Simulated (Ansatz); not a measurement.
# SiC (Moissanite, P6_3mc): phonons against volume, part 3 of 4

Which modes of SiC (Moissanite) drive its thermal expansion?

Ansatz 0.2.0; DFT LDA, scalar-relativistic, plane waves, PAW; PAW set soft_1.

So far, highest frequency (cm⁻¹): step 6 (lattice dynamics at this volume, V/V0 1) 972.

### 10. Phonons, V/V0 0.985

The same q-mesh and k-mesh are kept at every volume, so that much of their error can cancel in the differences.

Contents of input.yaml:

```yaml
crystal:
  lattice:
    - [3.0411749417, 0.0, 0.0]
    - [-1.5205874708, 2.6337347569, 0.0]
    - [0.0, 0.0, 4.9904125881]
  atoms:
    - { symbol: Si, position: [0.3333333333, 0.6666666667, 0.0046042273] }
    - { symbol: Si, position: [0.6666666667, 0.3333333333, 0.5046042273] }
    - { symbol: C, position: [0.3333333333, 0.6666666667, 0.3803957727] }
    - { symbol: C, position: [0.6666666667, 0.3333333333, 0.8803957727] }
kpoints:
  mp_grid: { grid: [12, 12, 6] }
hamiltonian:
  xc: lda
  pseudopotentials: { kind: paw, azcp: { folder: soft_1 }, xc_functional: pbe }
scf:
  occupations: { method: fixed }
  lower_state_search: "off"
output:
  eigenvalues: true
phonons:
  method: dfpt
  dielectric: true
  rigid_motions: translations
  qmesh: [3, 3, 2]
  temperatures: { t_max: 1000, t_step: 50 }
  qpath:
    path:
      - [[0.0, 0.0, 0.0], [0.5, 0.0, 0.0], [0.33333333, 0.33333333, 0.0], [0.0, 0.0, 0.0], [0.0, 0.0, 0.5], [0.5, 0.0, 0.5], [0.33333333, 0.33333333, 0.5], [0.0, 0.0, 0.5]]
      - [[0.5, 0.0, 0.5], [0.5, 0.0, 0.0]]
      - [[0.33333333, 0.33333333, 0.0], [0.33333333, 0.33333333, 0.5]]
    npoints: 10
```

On the command line:

```bash
$ ansatz run input.yaml --threads 18 --pin off --max-ram 92160MiB --backend cuda --events-out ev --progress --plain --runs-dir out --max-vram 78GiB
```

Numbers of over 12 decimals in the logs are rounded to 6 here.

Output:

```text
[...]
Crystal: 4 atoms, lattice volume = 39.971 Å³
Basis set: ecut = 420 eV, 785 PW (Γ), exchange–correlation on 48×48×72 points (8 copies of the dense FFT grid, shifted against one another)
Bands: 12, of which v1, the nominal top of the filled ones, is band 8 counted from 1 (7 counted from 0)
Symmetry: 12 space group operations
k-points: 242 of 864 (irreducible under 2 space group operations, time reversal used)
[...]
optical modes at Γ + LO–TO along q̂ = [0.0000, 1.0000, 0.0000]:
      ω (cm⁻¹)  modes    IR ((D/Å)²/amu)
[...]
optical modes at Γ + LO–TO along q̂ = [0.0000, 0.0000, 1.0000]:
      ω (cm⁻¹)  modes    IR ((D/Å)²/amu)
[...]
783.55      2             0.0000
        815.26      2            80.2528
        856.03      1             0.0000
        979.16      1            46.3109
--- Phonons (arbitrary-q DFPT): 6 irreducible q on the 3×3×2 mesh ---
[...]
interpolated dispersion: 94 rows × 12 modes
[...]
[key lines of the parts left out:]
SCF converged after 8 iterations
```

Elapsed: 7.8 s, on 1 × NVIDIA GB200 with 18 threads of Arm Neoverse V2, shared host; peak memory 1.5 GiB.

No mode is imaginary beyond numerical noise at the solved wavevectors. The highest zone-centre mode (no LO–TO term) moved by +1.8 % for a volume change of -1.5 %.

### 11. Relaxing at fixed volume, V/V0 1.03

Each volume of the series is relaxed in shape and positions, since modes respond to internal strain as well.

The cell differs from the one that the last finished run ended in (a 3.041 → 3.087 Å, b 3.041 → 3.087 Å, c 4.990 → 5.066 Å).

input.yaml, the sections that differ from step 10:

```yaml
crystal:
  lattice:
    - [3.0866969155, 0.0, 0.0]
    - [-1.5433484577, 2.6731579426, 0.0]
    - [0.0, 0.0, 5.0656161523]
  atoms:
    - { symbol: Si, position: [0.3333333333, 0.6666666667, 0.0045921277] }
    - { symbol: Si, position: [0.6666666667, 0.3333333333, 0.5045921277] }
    - { symbol: C, position: [0.3333333333, 0.6666666667, 0.3804078723] }
    - { symbol: C, position: [0.6666666667, 0.3333333333, 0.8804078723] }
output:
  forces: true
  stress: true
  eigenvalues: true
relax:
  adjacent_minimum: "off"
  f_tol: 0.001
  max_steps: 60
  cell: { stress_tol: 0.01, fix: [volume] }
# kpoints, hamiltonian, scf: as in step 10
# phonons: removed
```

Output:

```text
[...]
Crystal: 4 atoms, lattice volume = 41.798 Å³
Basis set: ecut = 420 eV, 785 PW (Γ)
Bands: 12, of which v1, the nominal top of the filled ones, is band 8 counted from 1 (7 counted from 0)
Symmetry: 12 space group operations
[...]
k-points: 76 of 864 (time reversal used)
[...]
--- Relaxed structure (4 steps of the walk, 4 accepted, 1 SCFs on fresh bases) ---
[...]
cell:  # Å, volume = 41.7976 Å³
    - [3.086425, -2.8865035220598422e-11, 0]
    - [-1.543212, 2.672922, 0]
    - [0, 0, 5.066510]
  atoms:
    - { symbol: Si, position: [0.333333, 0.666667, 0.0045774] }
    - { symbol: Si, position: [0.666667, 0.333333, 0.504577] }
    - { symbol: C, position: [0.333333, 0.666667, 0.380423] }
    - { symbol: C, position: [0.666667, 0.333333, 0.880423] }
[key lines of the parts left out:]
SCF converged after 4 iterations
Free energy (F): -1704.376343 eV
Fermi energy:    9.263796 eV
P = ⅓ Tr σ = -6.4397 GPa (-64.397 kbar)
```

Run time: 2.5 s. Hardware: 1 × NVIDIA GB200 with 18 threads; peak memory 0.95 GiB.

Little changed from the start: no atom moved by 0.005 Å and no cell edge by 0.1 %.

### 12. Phonons, V/V0 1.03

Phonons at this volume give one point of F(V, T); meshes stay fixed along the series.

Contents of input.yaml:

```yaml
crystal:
  lattice:
    - [3.0864246169, 0.0, 0.0]
    - [-1.5432123084, 2.6729221251, 0.0]
    - [0.0, 0.0, 5.0665100158]
  atoms:
    - { symbol: Si, position: [0.3333333333, 0.6666666667, 0.0045774026] }
    - { symbol: Si, position: [0.6666666667, 0.3333333333, 0.5045774026] }
    - { symbol: C, position: [0.3333333333, 0.6666666667, 0.3804225974] }
    - { symbol: C, position: [0.6666666667, 0.3333333333, 0.8804225974] }
kpoints:
  mp_grid: { grid: [12, 12, 6] }
hamiltonian:
  xc: lda
  pseudopotentials: { kind: paw, azcp: { folder: soft_1 }, xc_functional: pbe }
scf:
  occupations: { method: fixed }
  lower_state_search: "off"
output:
  eigenvalues: true
phonons:
  method: dfpt
  dielectric: true
  rigid_motions: translations
  qmesh: [3, 3, 2]
  temperatures: { t_max: 1000, t_step: 50 }
  qpath:
    path:
      - [[0.0, 0.0, 0.0], [0.5, 0.0, 0.0], [0.33333333, 0.33333333, 0.0], [0.0, 0.0, 0.0], [0.0, 0.0, 0.5], [0.5, 0.0, 0.5], [0.33333333, 0.33333333, 0.5], [0.0, 0.0, 0.5]]
      - [[0.5, 0.0, 0.5], [0.5, 0.0, 0.0]]
      - [[0.33333333, 0.33333333, 0.0], [0.33333333, 0.33333333, 0.5]]
    npoints: 10
```

Output:

```text
[...]
Crystal: 4 atoms, lattice volume = 41.798 Å³
Basis set: ecut = 420 eV, 785 PW (Γ), exchange–correlation on 48×48×72 points (8 copies of the dense FFT grid, shifted against one another)
Bands: 12, of which v1, the nominal top of the filled ones, is band 8 counted from 1 (7 counted from 0)
Symmetry: 12 space group operations
k-points: 242 of 864 (irreducible under 2 space group operations, time reversal used)
[...]
optical modes at Γ + LO–TO along q̂ = [0.0000, 1.0000, 0.0000]:
      ω (cm⁻¹)  modes    IR ((D/Å)²/amu)
[...]
optical modes at Γ + LO–TO along q̂ = [0.0000, 0.0000, 1.0000]:
      ω (cm⁻¹)  modes    IR ((D/Å)²/amu)
[...]
737.86      2             0.0000
        774.67      2            78.2568
        812.84      1             0.0000
        932.35      1            45.0493
--- Phonons (arbitrary-q DFPT): 6 irreducible q on the 3×3×2 mesh ---
[...]
interpolated dispersion: 94 rows × 12 modes
[...]
[key lines of the parts left out:]
SCF converged after 9 iterations
```

Elapsed: 7.5 s, on 1 × NVIDIA GB200 with 18 threads; peak memory 1.5 GiB.

LO-TO term included. The phonon branches at the labelled points (cm⁻¹):

```csv
point,branch 1,branch 2,branch 3,branch 4,branch 9,branch 10,branch 11,branch 12
Γ,0,0,0,259,745,775,813,942
halfway,195,211,317,345,747,763,821,903
M,260,334,375,423,747,760,828,836
halfway,326,353,410,424,766,772,818,830
K,391,391,411,466,784,784,805,822
halfway,240,246,349,371,749,767,820,887
Γ,0,0,0,259,745,775,813,942
halfway,109,109,207,244,769,769,841,921
A,194,194,194,194,755,755,887,887
halfway,275,275,315,315,756,756,864,864
L,323,323,325,325,763,763,818,818
halfway,308,308,387,387,767,767,814,814
H,305,305,443,443,769,769,814,814
halfway,304,304,320,320,754,754,855,855
A,194,194,194,194,755,755,887,887
jump to L,323,323,325,325,763,763,818,818
halfway,281,322,361,373,745,763,821,830
M,260,334,375,423,747,760,828,836
jump to K,391,391,411,466,784,784,805,822
halfway,341,341,422,460,777,777,808,819
H,305,305,443,443,769,769,814,814
```

No mode is imaginary beyond numerical noise at the solved wavevectors. The highest zone-centre mode (no LO–TO term) moved by -3.4 % for a volume change of +3.0 %.

### 13. Relaxing at fixed volume, V/V0 0.97

Each volume of the series is relaxed in shape and positions, since modes respond to internal strain as well.

The cell differs from the one that the last finished run ended in (a 3.086 → 3.026 Å, b 3.086 → 3.026 Å, c 5.067 → 4.965 Å).

input.yaml, the sections that differ from step 12:

```yaml
crystal:
  lattice:
    - [3.0255580582, 0.0, 0.0]
    - [-1.5127790291, 2.6202101391, 0.0]
    - [0.0, 0.0, 4.9652804241]
  atoms:
    - { symbol: Si, position: [0.3333333333, 0.6666666667, 0.0045921277] }
    - { symbol: Si, position: [0.6666666667, 0.3333333333, 0.5045921277] }
    - { symbol: C, position: [0.3333333333, 0.6666666667, 0.3804078723] }
    - { symbol: C, position: [0.6666666667, 0.3333333333, 0.8804078723] }
output:
  forces: true
  stress: true
  eigenvalues: true
relax:
  adjacent_minimum: "off"
  f_tol: 0.001
  max_steps: 60
  cell: { stress_tol: 0.01, fix: [volume] }
# kpoints, hamiltonian, scf: as in step 12
# phonons: removed
```

Output:

```text
[...]
Crystal: 4 atoms, lattice volume = 39.363 Å³
Basis set: ecut = 420 eV, 761 PW (Γ)
Bands: 12, of which v1, the nominal top of the filled ones, is band 8 counted from 1 (7 counted from 0)
Symmetry: 12 space group operations
[...]
k-points: 76 of 864 (time reversal used)
[...]
--- Relaxed structure (4 steps of the walk, 4 accepted, 1 SCFs on fresh bases) ---
[...]
cell:  # Å, volume = 39.3627 Å³
    - [3.025790, 0.0, 0.0]
    - [-1.512895, 2.620411, 0]
    - [0.0, 0, 4.964518]
  atoms:
    - { symbol: Si, position: [0.333333, 0.666667, 0.00460982] }
    - { symbol: Si, position: [0.666667, 0.333333, 0.504610] }
    - { symbol: C, position: [0.333333, 0.666667, 0.380390] }
    - { symbol: C, position: [0.666667, 0.333333, 0.880390] }
[key lines of the parts left out:]
SCF converged after 4 iterations
Free energy (F): -1704.373744 eV
Fermi energy:    10.036863 eV
P = ⅓ Tr σ = 7.4577 GPa (74.577 kbar)
```

Elapsed: 2.5 s, on 1 × NVIDIA GB200 with 18 threads; peak memory 0.97 GiB; 7.3 s of CPU time.

Little changed from the start: no atom moved by 0.005 Å and no cell edge by 0.1 %.

### 14. Phonons, V/V0 0.97

Phonons at this volume give one point of F(V, T); meshes stay fixed along the series.

Contents of input.yaml:

```yaml
crystal:
  lattice:
    - [3.0257904247, 0.0, 0.0]
    - [-1.5128952124, 2.6204113743, 0.0]
    - [0.0, 0.0, 4.964517833]
  atoms:
    - { symbol: Si, position: [0.3333333333, 0.6666666667, 0.0046098228] }
    - { symbol: Si, position: [0.6666666667, 0.3333333333, 0.5046098228] }
    - { symbol: C, position: [0.3333333333, 0.6666666667, 0.3803901772] }
    - { symbol: C, position: [0.6666666667, 0.3333333333, 0.8803901772] }
kpoints:
  mp_grid: { grid: [12, 12, 6] }
hamiltonian:
  xc: lda
  pseudopotentials: { kind: paw, azcp: { folder: soft_1 }, xc_functional: pbe }
scf:
  occupations: { method: fixed }
  lower_state_search: "off"
output:
  eigenvalues: true
phonons:
  method: dfpt
  dielectric: true
  rigid_motions: translations
  qmesh: [3, 3, 2]
  temperatures: { t_max: 1000, t_step: 50 }
  qpath:
    path:
      - [[0.0, 0.0, 0.0], [0.5, 0.0, 0.0], [0.33333333, 0.33333333, 0.0], [0.0, 0.0, 0.0], [0.0, 0.0, 0.5], [0.5, 0.0, 0.5], [0.33333333, 0.33333333, 0.5], [0.0, 0.0, 0.5]]
      - [[0.5, 0.0, 0.5], [0.5, 0.0, 0.0]]
      - [[0.33333333, 0.33333333, 0.0], [0.33333333, 0.33333333, 0.5]]
    npoints: 10
```

Output:

```text
[...]
Crystal: 4 atoms, lattice volume = 39.363 Å³
Basis set: ecut = 420 eV, 761 PW (Γ), exchange–correlation on 48×48×72 points (8 copies of the dense FFT grid, shifted against one another)
Bands: 12, of which v1, the nominal top of the filled ones, is band 8 counted from 1 (7 counted from 0)
Symmetry: 12 space group operations
k-points: 242 of 864 (irreducible under 2 space group operations, time reversal used)
[...]
optical modes at Γ + LO–TO along q̂ = [0.0000, 1.0000, 0.0000]:
      ω (cm⁻¹)  modes    IR ((D/Å)²/amu)
[...]
optical modes at Γ + LO–TO along q̂ = [0.0000, 0.0000, 1.0000]:
      ω (cm⁻¹)  modes    IR ((D/Å)²/amu)
[...]
799.70      2             0.0000
        829.65      2            80.9222
        871.53      1             0.0000
        995.60      1            46.7493
--- Phonons (arbitrary-q DFPT): 6 irreducible q on the 3×3×2 mesh ---
[...]
interpolated dispersion: 94 rows × 12 modes
[...]
[key lines of the parts left out:]
SCF converged after 8 iterations
```

Run time: 7.2 s. Hardware: 1 × NVIDIA GB200 with 18 threads; peak memory 1.5 GiB.

No mode is imaginary beyond numerical noise at the solved wavevectors. The highest zone-centre mode (no LO–TO term) moved by +3.6 % for a volume change of -3.0 %.

### 15. Relaxing at fixed volume, V/V0 1.05

The volume is fixed at the new value while shape and atoms relax, so that only the volume differs between members of the series.

The cell differs from the one that the last finished run ended in (a 3.026 → 3.107 Å, b 3.026 → 3.107 Å, c 4.965 → 5.098 Å).

input.yaml, the sections that differ from step 14:

```yaml
crystal:
  lattice:
    - [3.106547602, 0.0, 0.0]
    - [-1.553273801, 2.6903491414, 0.0]
    - [0.0, 0.0, 5.0981933573]
  atoms:
    - { symbol: Si, position: [0.3333333333, 0.6666666667, 0.0045921277] }
    - { symbol: Si, position: [0.6666666667, 0.3333333333, 0.5045921277] }
    - { symbol: C, position: [0.3333333333, 0.6666666667, 0.3804078723] }
    - { symbol: C, position: [0.6666666667, 0.3333333333, 0.8804078723] }
output:
  forces: true
  stress: true
  eigenvalues: true
relax:
  adjacent_minimum: "off"
  f_tol: 0.001
  max_steps: 60
  cell: { stress_tol: 0.01, fix: [volume] }
# kpoints, hamiltonian, scf: as in step 14
# phonons: removed
```

Output:

```text
[...]
Crystal: 4 atoms, lattice volume = 42.609 Å³
Basis set: ecut = 420 eV, 833 PW (Γ)
Bands: 12, of which v1, the nominal top of the filled ones, is band 8 counted from 1 (7 counted from 0)
Symmetry: 12 space group operations
[...]
k-points: 76 of 864 (time reversal used)
[...]
--- Relaxed structure (4 steps of the walk, 4 accepted, 1 SCFs on fresh bases) ---
[...]
cell:  # Å, volume = 42.6092 Å³
    - [3.106113, 0, 0]
    - [-1.553056, 2.689973, 0]
    - [0, 0, 5.099621]
  atoms:
    - { symbol: Si, position: [0.333333, 0.666667, 0.00456085] }
    - { symbol: Si, position: [0.666667, 0.333333, 0.504561] }
    - { symbol: C, position: [0.333333, 0.666667, 0.380439] }
    - { symbol: C, position: [0.666667, 0.333333, 0.880439] }
[key lines of the parts left out:]
SCF converged after 4 iterations
Free energy (F): -1704.333953 eV
Fermi energy:    9.022372 eV
P = ⅓ Tr σ = -10.2374 GPa (-102.374 kbar)
```

The job ended after 2.6 s (1 × NVIDIA GB200 with 18 threads; peak memory 1 GiB).

### 16. Phonons, V/V0 1.05

Phonons at this volume give one point of F(V, T); meshes stay fixed along the series.

Contents of input.yaml:

```yaml
crystal:
  lattice:
    - [3.1061127768, 0.0, 0.0]
    - [-1.5530563884, 2.6899725717, 0.0]
    - [0.0, 0.0, 5.099620851]
  atoms:
    - { symbol: Si, position: [0.3333333333, 0.6666666667, 0.0045608495] }
    - { symbol: Si, position: [0.6666666667, 0.3333333333, 0.5045608495] }
    - { symbol: C, position: [0.3333333333, 0.6666666667, 0.3804391505] }
    - { symbol: C, position: [0.6666666667, 0.3333333333, 0.8804391505] }
kpoints:
  mp_grid: { grid: [12, 12, 6] }
hamiltonian:
  xc: lda
  pseudopotentials: { kind: paw, azcp: { folder: soft_1 }, xc_functional: pbe }
scf:
  occupations: { method: fixed }
  lower_state_search: "off"
output:
  eigenvalues: true
phonons:
  method: dfpt
  dielectric: true
  rigid_motions: translations
  qmesh: [3, 3, 2]
  temperatures: { t_max: 1000, t_step: 50 }
  qpath:
    path:
      - [[0.0, 0.0, 0.0], [0.5, 0.0, 0.0], [0.33333333, 0.33333333, 0.0], [0.0, 0.0, 0.0], [0.0, 0.0, 0.5], [0.5, 0.0, 0.5], [0.33333333, 0.33333333, 0.5], [0.0, 0.0, 0.5]]
      - [[0.5, 0.0, 0.5], [0.5, 0.0, 0.0]]
      - [[0.33333333, 0.33333333, 0.0], [0.33333333, 0.33333333, 0.5]]
    npoints: 10
```

Output:

```text
[...]
Crystal: 4 atoms, lattice volume = 42.609 Å³
Basis set: ecut = 420 eV, 833 PW (Γ), exchange–correlation on 48×48×72 points (8 copies of the dense FFT grid, shifted against one another)
Bands: 12, of which v1, the nominal top of the filled ones, is band 8 counted from 1 (7 counted from 0)
Symmetry: 12 space group operations
k-points: 242 of 864 (irreducible under 2 space group operations, time reversal used)
[...]
optical modes at Γ + LO–TO along q̂ = [0.0000, 1.0000, 0.0000]:
      ω (cm⁻¹)  modes    IR ((D/Å)²/amu)
[...]
optical modes at Γ + LO–TO along q̂ = [0.0000, 0.0000, 1.0000]:
      ω (cm⁻¹)  modes    IR ((D/Å)²/amu)
[...]
718.78      2             0.0000
        757.80      2            77.3710
        795.16      1             0.0000
        912.67      1            44.5137
--- Phonons (arbitrary-q DFPT): 6 irreducible q on the 3×3×2 mesh ---
[...]
interpolated dispersion: 94 rows × 12 modes
[...]
[key lines of the parts left out:]
SCF converged after 9 iterations
```

It took 7.8 s on 1 × NVIDIA GB200 with 18 threads; peak memory 1.6 GiB; 47 s of CPU time.

No mode is imaginary beyond numerical noise at the solved wavevectors. The highest zone-centre mode (no LO–TO term) moved by -5.5 % for a volume change of +5.0 %.

(Continued in part 4 of 4.)

[Logs are printed without paths, hosts, clocks, repeated set-up lines and the standing remarks that a program may print on its own settings, such as how far it seeks lower states.]

[Hosts, paths, dates, database ids (printed as entryN), source tags and the programs' standing remarks are cut or masked in the printed files.]

[A step with changed settings may run another functional than the one named; its input shows which.]


